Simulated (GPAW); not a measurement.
## Optical response of TiC

Aim: the dielectric function of TiC, and the optical constants that follow from it. The cell comes from an older database entry, whose edges can differ from later determinations, mostly by under a per cent.

Main program and level: GPAW 26.7.0; DFT, PBE, plane-wave PAW (GPAW data sets), scalar-relativistic, RPA, optical limit.

This is a report of a sequence of runs, with most program output left out.

The database entry behind the starting cell differs from later determinations by our own check (0.1 to 0.3 % short, probably kX units), so it need not match the best structure at ambient conditions.

## (1) Set-up

The structure is cubic, space group Fm-3m (No. 225). Conventional cell: a = 4.319 Å, b = 4.319 Å, c = 4.319 Å, α = 90.00°, β = 90.00°, γ = 90.00°. Ti has 6 C at 2.16 Å nearest. Nearest to C lie 6 Ti at 2.16 Å. Farther neighbours are not listed.

## (2) Ground state

First the ground state: is it a metal or has it a gap?

This step: DFT, PBE, plane-wave PAW (GPAW data sets), scalar-relativistic, ground state (GPAW 26.7.0).

File gs.py:

```python
from ase import Atoms
from ase.dft.bandgap import bandgap
from gpaw import GPAW, PW, FermiDirac

atoms = Atoms(['Ti', 'C'],
              cell=[[0.000000000000, 2.159300000000, 2.159300000000],
                    [2.159300000000, 0.000000000000, 2.159300000000],
                    [2.159300000000, 2.159300000000, 0.000000000000]],
              scaled_positions=[[0.000000000000, 0.000000000000, 0.000000000000],
                                [0.500000000000, 0.500000000000, 0.500000000000]],
              pbc=[True, True, True])
atoms.calc = GPAW(mode=PW(500), xc='PBE', kpts={'size': (11, 11, 11), 'gamma': True},
                  occupations=FermiDirac(0.05), maxiter=150, txt='gs.txt')
print('energy (eV)', atoms.get_potential_energy())
print('Fermi level (eV)', atoms.calc.get_fermi_level())
print('valence electrons', atoms.calc.get_number_of_electrons())
print('gap (eV)', bandgap(atoms.calc, output=None)[0])
print('direct gap (eV)', bandgap(atoms.calc, direct=True, output=None)[0])
atoms.calc.write('gs.gpw')
```

The run is started by

```console
> OMP_NUM_THREADS=1 python gs.py
```

It took 8.6 s on 1 thread of Arm Neoverse V1, shared host; peak memory 0.13 GiB.

This step gave:

- energy: -17.49 eV
- Fermi energy: 10.38 eV
- electrons: 16

There are states at the Fermi level within the smearing, so the occupations stay smeared and the carriers get a Drude term.

## (3) Bands for the response

The response needs many more empty bands than the density does.

This step: DFT, PBE, plane-wave PAW (GPAW data sets), scalar-relativistic, bands at fixed density (GPAW 26.7.0).

File nscf.py:

```python
from ase.dft.bandgap import bandgap
from gpaw import GPAW, FermiDirac

calc = GPAW('gs.gpw').fixed_density(kpts={'size': (18, 18, 18), 'gamma': True}, nbands=34, convergence={'bands': 28},
                                    occupations=FermiDirac(0.05), txt='nscf.txt')
print('gap (eV)', bandgap(calc, output=None)[0])
print('direct gap (eV)', bandgap(calc, direct=True, output=None)[0])
print('top band over the Fermi level (eV)', min(calc.get_eigenvalues(kpt=k)[27] for k in range(len(calc.get_ibz_k_points()))) - calc.get_fermi_level())
calc.write('full.gpw', mode='all')
```

The run is started by

```console
> OMP_NUM_THREADS=1 python nscf.py
```

It took 48 s on 1 thread; peak memory 0.22 GiB.

## (4) Dielectric function, RPA

Transitions between filled and empty bands, summed over the zone, give the optical response, so mesh, band count and broadening shape it.

The induced potential is part of this response.

This step: DFT, PBE, plane-wave PAW (GPAW data sets), scalar-relativistic, RPA, optical limit (GPAW 26.7.0).

File df.py:

```python
from gpaw.response.df import DielectricFunction

df = DielectricFunction('full.gpw', frequencies={'type': 'nonlinear', 'domega0': 0.03, 'omega2': 8},
                        ecut=60,
                        eta=0.2,
                        nbands=28,
                        rate=0.05,
                        txt='df.txt')
for direction in ['x']:
    df.get_dielectric_function(xc='RPA', direction=direction, filename=f'df_{direction}.csv')
```

The run is started by

```console
> OMP_NUM_THREADS=1 python df.py
```

Elapsed: 12 s, on 1 thread; peak memory 0.23 GiB.

Read-outs, printed or worked out from the files:

```
centre of weight of the strongest loss peak in the window : 24.00 eV
```

Sum at mesh points, not converged in k. The Im ε, E ∥ x by photon energy; read off at these points:

| photon energy (eV) | Im ε, E ∥ x |
| --- | --- |
| 2.0 | 15.1 |
| 4.0 | 11.4 |
| 6.0 | 7.76 |
| 6.9 | 8.94 |
| 8.0 | 5.10 |
| 10.0 | 2.65 |
| 12.0 | 1.58 |
| 14.0 | 2.40 |
| 16.0 | 1.43 |
| 18.0 | 1.09 |
| 20.0 | 1.11 |
| 22.0 | 0.502 |
| 24.0 | 0.411 |
| 26.0 | 0.335 |
| 28.0 | 0.197 |
| 30.0 | 0.139 |
| 32.0 | 0.180 |
| 34.0 | 0.436 |
| 36.0 | 0.487 |

Values under 1 per cm are given as 1; sum at mesh points, not converged in k. Table of absorption coefficient, E ∥ x by photon energy:

| photon energy (eV) | absorption coefficient, E ∥ x (1/cm) |
| --- | --- |
| 1.99 | 4.3e5 |
| 3.98 | 8.8e5 |
| 6.02 | 1.3e6 |
| 8.03 | 1.6e6 |
| 10.03 | 1.7e6 |
| 12.02 | 1.0e6 |
| 14.04 | 1.6e6 |
| 16.03 | 1.5e6 |
| 18.05 | 1.4e6 |
| 20.06 | 1.7e6 |
| 22.02 | 1.2e6 |
| 24.04 | 8.7e5 |
| 25.94 | 8.1e5 |
| 28.00 | 4.0e5 |
| 30.07 | 2.5e5 |
| 31.90 | 3.2e5 |
| 34.10 | 7.6e5 |
| 36.00 | 9.1e5 |

The loss function −Im 1/ε at q → 0, E ∥ x has structure finer than the step of the table below, so its rows give means over 1 eV, whole bins alone (the curve runs from 0.305 to 36 eV). Peaks (eV: height): 11.6: 0.794, 23.7: 2.17, 26.1: 1.98.

Sum at mesh points, not converged in k. Table of loss function −Im 1/ε at q → 0, E ∥ x by energy loss; means over each step:

| energy loss (eV) | loss function −Im 1/ε at q → 0, E ∥ x |
| --- | --- |
| 1 | 0.0431 |
| 2 | 0.0515 |
| 3 | 0.0650 |
| 4 | 0.0832 |
| 5 | 0.0902 |
| 6 | 0.125 |
| 7 | 0.125 |
| 8 | 0.181 |
| 9 | 0.193 |
| 10 | 0.223 |
| 11 | 0.470 |
| 12 | 0.642 |
| 13 | 0.434 |
| 14 | 0.430 |
| 15 | 0.537 |
| 16 | 0.669 |
| 17 | 0.728 |
| 18 | 0.873 |
| 19 | 0.760 |
| 20 | 0.857 |
| 21 | 1.05 |
| 22 | 1.83 |
| 23 | 1.99 |
| 24 | 1.97 |
| 25 | 1.70 |
| 26 | 1.81 |
| 27 | 1.19 |
| 28 | 0.770 |
| 29 | 0.477 |
| 30 | 0.290 |
| 31 | 0.272 |
| 32 | 0.241 |
| 33 | 0.260 |
| 34 | 0.386 |
| 35 | 0.434 |

Sum at mesh points, not converged in k. Im ε, E ∥ x against photon energy; read off at these points:

| photon energy (eV) | without local fields | with local fields |
| --- | --- | --- |
| 1 | 22.2 | 22.1 |
| 2 | 15.1 | 15.1 |
| 3 | 14.7 | 14.7 |
| 4 | 11.4 | 11.4 |
| 5 | 11.1 | 11.1 |
| 6 | 7.77 | 7.76 |
| 7 | 8.51 | 8.68 |
| 8 | 4.91 | 5.10 |
| 9 | 4.28 | 4.46 |
| 10 | 2.53 | 2.65 |
| 11 | 1.34 | 1.29 |
| 12 | 1.73 | 1.58 |
| 13 | 2.58 | 2.29 |
| 14 | 2.69 | 2.40 |
| 15 | 1.89 | 1.67 |
| 16 | 1.65 | 1.43 |
| 17 | 1.46 | 1.31 |
| 18 | 1.27 | 1.09 |
| 19 | 1.33 | 1.37 |
| 20 | 0.874 | 1.11 |
| 21 | 0.630 | 0.885 |
| 22 | 0.374 | 0.502 |
| 23 | 0.421 | 0.508 |
| 24 | 0.411 | 0.411 |
| 25 | 0.455 | 0.428 |
| 26 | 0.344 | 0.335 |
| 27 | 0.236 | 0.244 |
| 28 | 0.185 | 0.197 |
| 29 | 0.148 | 0.159 |
| 30 | 0.138 | 0.139 |
| 31 | 0.221 | 0.182 |
| 32 | 0.260 | 0.180 |
| 33 | 0.563 | 0.282 |
| 34 | 1.03 | 0.436 |
| 35 | 1.62 | 0.471 |
| 36 | 2.23 | 0.487 |

The reflectivity at normal incidence, E ∥ x has structure finer than the step of the table below, so its rows give means over 1 eV, whole bins alone (the curve runs from 0.305 to 36 eV). Peaks (eV: height): 7.3: 49.7, 10.1: 48.5, 14.8: 28.5, 21.5: 30.9.

Sum at mesh points, not converged in k. The reflectivity at normal incidence, E ∥ x by photon energy; means over each step:

photon energy (eV), reflectivity at normal incidence, E ∥ x (%) and a bar:
```
        1       52.0 ##############################
        2       44.6 ##########################
        3       44.0 #########################
        4       41.1 ########################
        5       42.9 #########################
        6       41.9 ########################
        7       44.1 #########################
        8       41.0 ########################
        9       41.2 ########################
       10       47.8 ############################
       11       41.0 ########################
       12       16.8 ##########
       13       18.3 ##########
       14       24.4 ##############
       15       26.9 ###############
       16       22.0 #############
       17       22.3 #############
       18       18.2 ##########
       19       17.8 ##########
       20       22.6 #############
       21       26.1 ###############
       22       25.5 ###############
       23       16.3 #########
       24       12.3 #######
       25        9.7 #####
       26        9.7 #####
       27        5.9 ###
       28        3.8 ##
       29        2.3 #
       30        1.1 
       31        0.6 
       32        0.4 
       33        0.5 
       34        1.1 
       35        1.4 #
```

From ε follow the optical constants at some laser and lamp lines:

| wavelength (nm) | n | k | R (%) | 1/α |
| --- | --- | --- | --- | --- |
| 800 | 3.64 | 2.349 | 46.2 | 27 nm |
| 532 | 3.51 | 2.299 | 45.2 | 18 nm |
| 450 | 3.27 | 2.227 | 43.6 | 16 nm |
| 405 | 3.16 | 2.362 | 44.8 | 14 nm |
| 365 | 2.71 | 2.277 | 42.8 | 13 nm |
| 308 | 2.62 | 2.165 | 41.1 | 11 nm |
| 193 | 1.74 | 1.933 | 38.1 | 7.9 nm |

A polished face would reflect 44 % of daylight and look light grey (CIE x = 0.312, y = 0.332 under D65).

## (5) What came out

```json
{
 "centre of weight of the strongest loss peak in the window, first axis": "24.0 eV"
}
```

In words: At this level (PBE, RPA) TiC is a metal. The mesh is too coarse to trust the carriers' weight, the reflectivity or the colour to better than tens of per cent. A polished face would reflect 44 % of daylight and look light grey (CIE x = 0.312, y = 0.332 under D65). The carriers' damping of 0.05 eV is typed, not computed; it shapes the response at the lowest energies. In this version of GPAW the matrix elements of the optical limit are incomplete, which can lower ε − 1 by up to a tenth where first-row anions or d states rule, and shift it by more in d metals. GPAW's carrier term has the form −ωp²/(ω + i·rate)², which damps like twice the rate and fails at low energy, so the curves leave the lowest energies out. The sum runs over mesh points 0.14 Å⁻¹ apart with no interpolation, so peaks are partly noise of the mesh, and the Drude plasma energy, a sum over the Fermi surface, isn't converged.

[Machine, clock and banner lines and Python warnings are left out of the logs.]

[Logs are printed without paths, hosts, clocks, repeated set-up lines and the standing remarks that a program may print on its own settings, such as how far it seeks lower states.]

[Hosts, paths, dates, database ids (printed as entryN), source tags and the programs' standing remarks are cut or masked in the printed files.]
